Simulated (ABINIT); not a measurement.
Records of electronic-structure calculations.

```xyz
3
Lattice="1.579 0.912 6.163 -1.579 0.912 6.163 0.000 -1.823 6.163" Properties=species:S:1:pos:R:3 pbc="T T T" subject="WS2 (Tungstenite): G0W0 with ABINIT, start to end" method="RPA screening on LDA, plane waves, norm-conserving pseudopotentials (and 2 further levels or steps)" program="ABINIT 10.8.3" settings="cutoff 29 Ha, PseudoDojo scalar-relativistic 0.4.1 standard, norm-conserving, ngkpt (4, 4, 4), nband 62, ecuteps 3.9 Ha, inclvkb 2, shiftk (0, 0, 0), symchi 1, awtr 1, frequency ppm, 4×4×4 k-mesh" cost="5 runs, 2 min in all on 8 MPI ranks of Arm Neoverse V2, shared host" notes="The program’s warnings: nkpt*nsppol () is not a multiple of nproc spkpt (). The cell and positions come from the Crystallography Open Database and are kept as given unless a step says otherwise. Limits: no spin-orbit coupling." lda_gap="0.94 eV, indirect" g0w0_gap_on_the_mesh="1.84 eV" g0w0_gap_over_the_zone_rigid_shift="1.49 eV" gw_settings="4×4×4 mesh, 62 bands, screening to 106.1 eV, Godby-Needs plasmon pole" known_limits="short of the basis limit; no spin-orbit coupling"
W     0.000    0.000    0.000
S     0.000    0.000    4.617
S     0.000    0.000    7.747
```

[Long decimals in the printed logs are rounded to 6 places.]

[Logs are printed without paths, hosts, clocks, repeated set-up lines and the standing remarks that a program may print on its own settings, such as how far it seeks lower states.]

[Paths, hosts, dates, memory and timing lines, banners, echoed tables and standing remarks are left out of the program output; an Ansatz launch command may be rebuilt from the run's recorded settings. Measured values are a selection of at most five: reports struck by readers or far from the other reports are left out. None is set beside runs whose start may be inverted or whose files or cutoffs have a known fault.]

[Runs of the session that timed out or met a known fault of the program may be left out.]

[Hosts, paths, dates, database ids (printed as entryN), source tags and the programs' standing remarks are cut or masked in the printed files.]

[G0W0 gaps are taken among the corrected bands and points alone; a level outside them can change the order at an edge.]

[Where Ansatz stands beside ABINIT at settings called matched, ABINIT's density can come from a denser mesh and the files from another edition; pairs whose starting gaps differed by over 0.03 eV were left out, so agreement reads better than it is.]
